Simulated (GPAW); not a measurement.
# A Au chain with one Cl atom in line: transmission at several levels, part 2 of 2

How well does a Au chain with one Cl atom in line conduct at low bias, and how far do basis and functional move the answer?

GPAW 26.7.0; GPAW LCAO, PAW setups; Landauer transmission from Green's functions with principal layers (ASE), zero bias.

So far, transmission at the Fermi level (one spin): step 2 (double-zeta polarised basis, PBE, GPAW) 0.539; step 3 (basis szp(dzp), PBE, GPAW) 0.569; step 4 (basis sz(dzp), PBE, GPAW) 0.552; step 5 (LDA) 0.541.

### 7. The levels side by side

The curves are compared point by point over the common energies.

This step: comparison of transmission and cost over codes and levels (GPAW 26.7.0).

Ladder, by row:

| step | code | T at the Fermi level (sum over the listed spins) | conductance (G0) | r.m.s. T(E) from the first | wall time (s) | peak memory (GiB) | threads |
| --- | --- | --- | --- | --- | --- | --- | --- |
| dzp | GPAW | 0.5392 | 0.5397 | 0 | 51.22 | 0.92 | 1 |
| szp | GPAW | 0.5694 | 0.5699 | 0.2668 | 42.48 | 0.91 | 1 |
| sz | GPAW | 0.552 | 0.5525 | 0.205 | 38.95 | 0.88 | 1 |
| dzp-LDA | GPAW | 0.5407 | 0.5413 | 0.1305 | 40.55 | 0.92 | 1 |

Table of transmission, zone mean, sum over the listed spins by energy, zero at the Fermi level:

| energy (eV) | dzp | szp | sz | dzp-LDA |
| --- | --- | --- | --- | --- |
| -2.0000 | 2.27 | 1.97 | 2.12 | 2.26 |
| -1.7500 | 2.28 | 2.01 | 2.19 | 2.28 |
| -1.5000 | 2.53 | 2.20 | 2.31 | 2.48 |
| -1.3500 | 2.67 | 2.46 | 2.61 | 2.60 |
| -1.3000 | 2.71 | 2.62 | 1.76 | 2.64 |
| -1.2500 | 2.76 | 1.76 | 1.82 | 2.71 |
| -1.2000 | 2.85 | 1.90 | 2.03 | 2.57 |
| -1.0000 | 2.26 | 2.13 | 2.19 | 2.22 |
| -0.7500 | 2.10 | 2.17 | 2.26 | 2.12 |
| -0.5000 | 2.47 | 2.58 | 2.62 | 2.48 |
| -0.3500 | 2.74 | 2.78 | 2.76 | 2.71 |
| -0.3000 | 2.78 | 2.79 | 2.75 | 2.74 |
| -0.2500 | 2.78 | 2.81 | 2.72 | 2.76 |
| 0.0000 | 0.539 | 0.569 | 0.552 | 0.541 |
| 0.2500 | 0.449 | 0.497 | 0.496 | 0.457 |
| 0.5000 | 0.421 | 0.482 | 0.487 | 0.433 |
| 0.7500 | 0.414 | 0.487 | 0.496 | 0.434 |
| 1.0000 | 0.421 | 0.501 | 0.512 | 0.438 |
| 1.2500 | 0.430 | 0.520 | 0.533 | 0.448 |
| 1.5000 | 0.444 | 0.542 | 0.558 | 0.462 |
| 1.7500 | 0.460 | 0.565 | 0.586 | 0.477 |
| 2.0000 | 0.480 | 0.590 | 0.617 | 0.495 |

### 8. K-points along the lead 40: lead_nz = 40

The lead's own mesh along the current sets its density and potential; where the lead is aligned to the junction's end layer, a rigid shift drops out.

This step: GPAW LCAO, PAW setups; Landauer transmission from Green's functions with principal layers (ASE), zero bias (GPAW 26.7.0).

The input, run.py:

```python
import json
import numpy as np
from ase import Atoms
from ase.transport.calculators import TransportCalculator
from gpaw import GPAW, FermiDirac
from gpaw.lcao.tools import get_lcao_hamiltonian
from scipy.linalg import eigh

# The junction with lead layers at both ends, along the third cell vector
device = Atoms(
    ['Au', 'Au', 'Au', 'Au', 'Au', 'Cl', 'Au', 'Au', 'Au', 'Au', 'Au'],
    positions=[
        [4.50000, 4.50000, 1.30000],
        [4.50000, 4.50000, 3.90000],
        [4.50000, 4.50000, 6.50000],
        [4.50000, 4.50000, 9.10000],
        [4.50000, 4.50000, 11.70000],
        [4.50000, 4.50000, 13.91420],
        [4.50000, 4.50000, 16.12840],
        [4.50000, 4.50000, 18.72840],
        [4.50000, 4.50000, 21.32840],
        [4.50000, 4.50000, 23.92840],
        [4.50000, 4.50000, 26.52840]],
    cell=[[9.0, 0.0, 0.0], [0.0, 9.0, 0.0], [0.0, 0.0, 27.8284]],
    pbc=True)

# One principal layer of the lead: the first 3 atoms of the device
lead = Atoms(
    ['Au', 'Au', 'Au'],
    positions=[
        [4.50000, 4.50000, 1.30000],
        [4.50000, 4.50000, 3.90000],
        [4.50000, 4.50000, 6.50000]],
    cell=[[9.0, 0.0, 0.0], [0.0, 9.0, 0.0], [0.0, 0.0, 7.8]],
    pbc=True)

settings = dict(mode='lcao', basis='dzp', xc='PBE', h=0.2,
                occupations=FermiDirac(0.1), maxiter=250,
                mixer=dict(beta=0.1, nmaxold=8, weight=100.0),
                convergence=dict(density=0.0001))
energies = np.arange(-2, 2 + 1e-9, 0.05)
eta = 0.0001
n1, n2 = 1, 1
# k and -k transmit alike, so half of the mesh across the current serves
mesh = [(i, j) for i in range(n1) for j in range(n2) if (i, j) <= (-i % n1, -j % n2)]
weights = np.array([1 if (i, j) == (-i % n1, -j % n2) else 2 for i, j in mesh]) / (n1 * n2)


def ground_state(atoms, size, txt):
    atoms.calc = GPAW(kpts={'size': size, 'gamma': True}, symmetry={'tolerance': 1e-3}, txt=txt, **settings)
    atoms.get_potential_energy()
    return atoms.calc.get_fermi_level()


def blocks(atoms, fermi, points, nz, cells):
    """H - E_F S and S between cell 0 and the cells above it, at each point across the current."""
    kz = np.arange(nz) / nz
    calc = atoms.calc.fixed_density(kpts=[(*k, z) for k in points for z in kz], symmetry='off', txt=None)
    H, S = get_lcao_hamiltonian(calc)
    H = (H - fermi * S).reshape(len(H), len(points), nz, *S.shape[1:])
    S = S.reshape(H.shape[1:])
    phases = [np.exp(-2j * np.pi * kz * R) / nz for R in cells]
    return [(np.einsum('skzij,z->ksij', H, p), np.einsum('kzij,z->kij', S, p)) for p in phases]


def pair(a, b):
    return np.block([[a, b], [b.T.conj(), a]])


def count_channels(h, s, cells, nk=240):
    """Half the number of times that the lead's bands cross each energy, unfolded to its shortest repeat."""
    b = len(h) // cells
    bands = []
    for k in (np.arange(nk + 1) + 0.5) / nk:
        hk, sk = h[:b, :b].copy(), s[:b, :b].copy()
        for R in range(1, cells):
            phase, block = np.exp(2j * np.pi * k * R), slice(R * b, (R + 1) * b)
            hk += h[:b, block] * phase + (h[:b, block] * phase).T.conj()
            sk += s[:b, block] * phase + (s[:b, block] * phase).T.conj()
        bands.append(eigh(hk, sk, eigvals_only=True))
    below = np.array(bands)[:, :, None] < energies
    return (below[1:] != below[:-1]).sum((0, 1)) / 2


fermi_lead = ground_state(lead, (1, 1, 40), 'lead.txt')
fermi_device = ground_state(device, (1, 1, 3), 'device.txt')
T, channels, eigen, tail, misfit, shifts = [], [], [], 0.0, 0.0, []
for first in range(0, len(mesh), 918):
    points = [(i / n1, j / n2) for i, j in mesh[first:first + 918]]
    (H0k, S0k), (H1k, S1k), (H2k, _) = blocks(lead, fermi_lead, points, 5, range(3))
    [(Hk, Sk)] = blocks(device, fermi_device, points, 2, [0])
    tail = max(tail, abs(H2k).max())
    for H0, S0, H1, S1, H, S in zip(H0k, S0k, H1k, S1k, Hk, Sk):
        n = len(S0)
        # Shift the lead onto the potential of the device's first layer
        shift = ((H[:, 0, 0] - H0[:, 0, 0]) / S0[0, 0]).real.mean()
        shifts.append(shift)
        misfit = max(misfit, abs(H[:, :n, :n] - H0 - shift * S0).max())
        Tk, Ck, Ek = [], [], []
        for s in range(len(H)):
            t = s % len(H0)  # a lead without moments serves both spins
            h1, s1 = pair(H0[t] + shift * S0, H1[t] + shift * S1), pair(S0, S1)
            leads = dict(h1=h1, s1=s1, energies=energies, eta=eta, eta1=eta, eta2=eta)
            calc = TransportCalculator(h=H[s], s=S, eigenchannels=3, **leads)
            Tk.append(calc.get_transmission())
            Ek.append(np.sort(calc.eigenchannels_ne, axis=0)[::-1])
            Ck.append(count_channels(h1, s1, 6))
        T.append(Tk)
        channels.append(Ck)
        eigen.append(Ek)
T, channels = np.array(T), np.array(channels)
mean, open_channels = np.einsum('kse,k->se', T, weights), np.einsum('kse,k->se', channels, weights)

print(f'basis functions: device {len(S)}, principal layer {n}')
print(f'Fermi level: lead {fermi_lead:.4f} eV, device {fermi_device:.4f} eV; lead shifted by {np.mean(shifts):.4f} eV')
print(f'largest coupling past the next layer {tail:.2e} eV, largest misfit of the first layer {misfit:.3f} eV')
print('  E-E_F (eV)   ' + 'T (one spin)  channels')
for e, t, c in zip(energies, mean.T, open_channels.T):
    print(f'{e:10.3f}  ', *[f'{x:11.4e}' for x in t], *[f'{x:9.4f}' for x in c])

kT = 8.617333e-5 * 77
fine = np.linspace(energies[0], energies[-1], 4001)
both = np.exp(np.interp(fine, energies, np.log(np.maximum(mean.sum(0) * 2 / len(mean), 1e-30))))
fermi = lambda mu: 1 / (1 + np.exp(np.clip((fine - mu) / kT, -200, 200)))
slope = fermi(0) * (1 - fermi(0)) / kT
G = np.trapezoid(both * slope, fine) / 2
seebeck = -np.trapezoid(both * slope * fine, fine) / (2 * G * 77) * 1e6
print(f'conductance at 77 K: {G:.5g} G0 a cell; thermopower {seebeck:.4g} uV/K')
bias = [0.1, 0.2, 0.5, 1.0, 1.5, 2.0]
current = [38.74 * np.trapezoid(both * (fermi(V / 2) - fermi(-V / 2)), fine) for V in bias]
for V, I in zip(bias, current):
    print(f'current from the zero-bias T(E) at {V} V: {I:.5g} uA')
zero = abs(energies).argmin()
json.dump(dict(energies=energies.tolist(), T=mean.tolist(), channels=open_channels.tolist(), G=G, seebeck=seebeck,
               bias=bias, current=current, tail=tail, misfit=misfit, shift=np.mean(shifts), n_device=len(S), n_lead=n,
               fermi=[fermi_lead, fermi_device], energy=device.get_potential_energy(),
               moments=device.get_magnetic_moments().tolist(), mesh=mesh, weights=weights.tolist(),
               T_k=T[:, :, zero].tolist(), eigen=np.array(eigen[0]).tolist()), open('result.json', 'w'))
```

Run with:

```
$ OMP_NUM_THREADS=1 OPENBLAS_NUM_THREADS=1 python run.py
```

Output:

```text
basis functions: device 163, principal layer 45
Fermi level: lead -4.6465 eV, device -4.6051 eV; lead shifted by -0.0183 eV
largest coupling past the next layer 2.46e-07 eV, largest misfit of the first layer 0.068 eV
  E-E_F (eV)   T (one spin)  [channel counts left out]
    -2.000    2.2690e+00
    -1.950    2.2467e+00
    -1.900    2.2373e+00
    -1.850    2.2405e+00
    -1.800    2.2559e+00
    -1.750    2.2826e+00
    -1.700    2.3194e+00
    -1.650    2.3648e+00
    -1.600    2.4164e+00
    -1.550    2.4718e+00
    -1.500    2.5277e+00
    -1.450    2.5809e+00
    -1.400    2.6288e+00
    -1.350    2.6706e+00
    -1.300    2.7098e+00
    -1.250    2.7628e+00
[...]
1.650    4.5347e-01
     1.700    4.5690e-01
     1.750    4.6045e-01
     1.800    4.6410e-01
     1.850    4.6785e-01
     1.900    4.7170e-01
     1.950    4.7564e-01
     2.000    4.7969e-01
conductance at 77 K: 0.53967 G0 a cell; thermopower 2.103 uV/K
current from the zero-bias T(E) at 0.1 V: 4.1905 uA
current from the zero-bias T(E) at 0.2 V: 8.4899 uA
current from the zero-bias T(E) at 0.5 V: 39.854 uA
current from the zero-bias T(E) at 1.0 V: 100.17 uA
current from the zero-bias T(E) at 1.5 V: 151.54 uA
current from the zero-bias T(E) at 2.0 V: 201.36 uA
```

It took 56 s on 1 thread of Arm Neoverse N1, shared host; peak memory 0.93 GiB.

This step gave:

```yaml
conductance: 0.5397 G₀
largest_coupling_past_the_next_principal_layer: 2.46e-7 eV
largest_misfit_of_the_first_principal_layer: 0.06797 eV
shift_that_aligns_the_lead: -0.01832 eV
transmission_at_the_fermi_level_one_spin: 0.5392
```

One spin. Transmission, zone mean against energy, zero at the Fermi level:

| energy (eV) | transmission, zone mean |
| --- | --- |
| -2.00 | 2.27 |
| -1.85 | 2.24 |
| -1.70 | 2.32 |
| -1.60 | 2.42 |
| -1.45 | 2.58 |
| -1.30 | 2.71 |
| -1.20 | 2.85 |
| -1.15 | 2.13 |
| -1.05 | 2.29 |
| -0.90 | 2.17 |
| -0.75 | 2.10 |
| -0.60 | 2.25 |
| -0.50 | 2.47 |
| -0.35 | 2.74 |
| -0.30 | 2.78 |
| -0.20 | 2.70 |
| -0.05 | 0.573 |
| 0.00 | 0.539 |
| 0.05 | 0.512 |
| 0.20 | 0.460 |
| 0.35 | 0.433 |
| 0.50 | 0.421 |
| 0.60 | 0.417 |
| 0.75 | 0.414 |
| 0.90 | 0.419 |
| 1.05 | 0.422 |
| 1.15 | 0.426 |
| 1.30 | 0.433 |
| 1.45 | 0.441 |
| 1.60 | 0.450 |
| 1.70 | 0.457 |
| 1.85 | 0.468 |
| 2.00 | 0.480 |

Not self-consistent under bias; the bias window is split evenly. Table of current through one cell, from the zero-bias transmission by bias:

| bias (V) | current through one cell, from the zero-bias transmission (μA) |
| --- | --- |
| 0.100 | 4.19 |
| 0.200 | 8.49 |
| 0.500 | 39.9 |
| 1.000 | 100 |
| 1.500 | 152 |
| 2.000 | 201 |

The transmission of the three most open eigenchannels by energy, zero at the Fermi level:

| energy (eV) | channel 1 | channel 2 | channel 3 |
| --- | --- | --- | --- |
| -2.00 | 0.977 | 0.646 | 0.646 |
| -1.85 | 0.995 | 0.623 | 0.623 |
| -1.70 | 0.998 | 0.661 | 0.661 |
| -1.60 | 0.990 | 0.713 | 0.713 |
| -1.45 | 0.960 | 0.810 | 0.810 |
| -1.30 | 0.923 | 0.893 | 0.893 |
| -1.15 | 0.937 | 0.937 | 0.247 |
| -1.05 | 0.946 | 0.946 | 0.396 |
| -0.90 | 0.937 | 0.937 | 0.290 |
| -0.75 | 0.913 | 0.913 | 0.276 |
| -0.60 | 0.899 | 0.899 | 0.446 |
| -0.50 | 0.912 | 0.912 | 0.648 |
| -0.35 | 0.965 | 0.965 | 0.813 |
| -0.20 | 0.989 | 0.989 | 0.723 |
| -0.05 | 0.573 | 2.7e-9 | 2.7e-9 |
| 0.00 | 0.539 | 1.2e-10 | 1.2e-10 |
| 0.05 | 0.512 | 1.2e-11 | 1.2e-11 |
| 0.20 | 0.460 | 0 | 0 |
| 0.35 | 0.433 | 0 | 0 |
| 0.50 | 0.421 | 0 | 0 |
| 0.60 | 0.417 | 0 | 0 |
| 0.75 | 0.414 | 0 | 0 |
| 0.90 | 0.419 | 0 | 0 |
| 1.05 | 0.422 | 0 | 0 |
| 1.15 | 0.426 | 0 | 0 |
| 1.30 | 0.433 | 0 | 0 |
| 1.45 | 0.441 | 0 | 0 |
| 1.60 | 0.450 | 0 | 0 |
| 1.70 | 0.457 | 0 | 0 |
| 1.85 | 0.468 | 0 | 0 |
| 2.00 | 0.480 | 0 | 0 |

The conductance equals that of the dzp run to 0.2 %.

### 9. Outcome

```yaml
conductance: 0.540 G₀
transmission_at_the_fermi_level_mean_of_the_spins: 0.539
thermopower: 2.10 μV/K
```

What this shows: In the dzp basis the junction conducts 0.540 G₀ at 77 K, with T = 0.539 a spin at the Fermi level; the sz basis reaches that conductance within 10 %. At the Fermi level one eigenchannel carries the current (0.54). Measured against the first run (dzp), the nearest curve is that of dzp-LDA (r.m.s. 0.13) and the farthest that of szp (0.27). Over the compared runs wall time goes from 39 s (sz) to 51 s (dzp), on a shared host. The geometry was built from estimated bond lengths and not relaxed, so the numbers describe this model structure. The run had no spin polarisation, so a magnetic state, which chains and small molecules with open shells often have, wasn't tested. Spin-orbit coupling is left out, which matters for the heavy atoms here. An evenly spaced straight chain is an idealisation: free chains tend to dimerise, zigzag or, where a band edge lies near the Fermi level, turn magnetic. The currents use the zero-bias T(E) throughout, which holds only while the bias is small against the distance to the nearest feature. The energy step is wider than the thermal energy, so the conductance and thermopower rest on interpolation of T(E).

[Logs are printed without paths, hosts, clocks, repeated set-up lines and the standing remarks that a program may print on its own settings, such as how far it seeks lower states.]

[Hosts, paths, dates, database ids (printed as entryN), source tags and the programs' standing remarks are cut or masked in the printed files.]
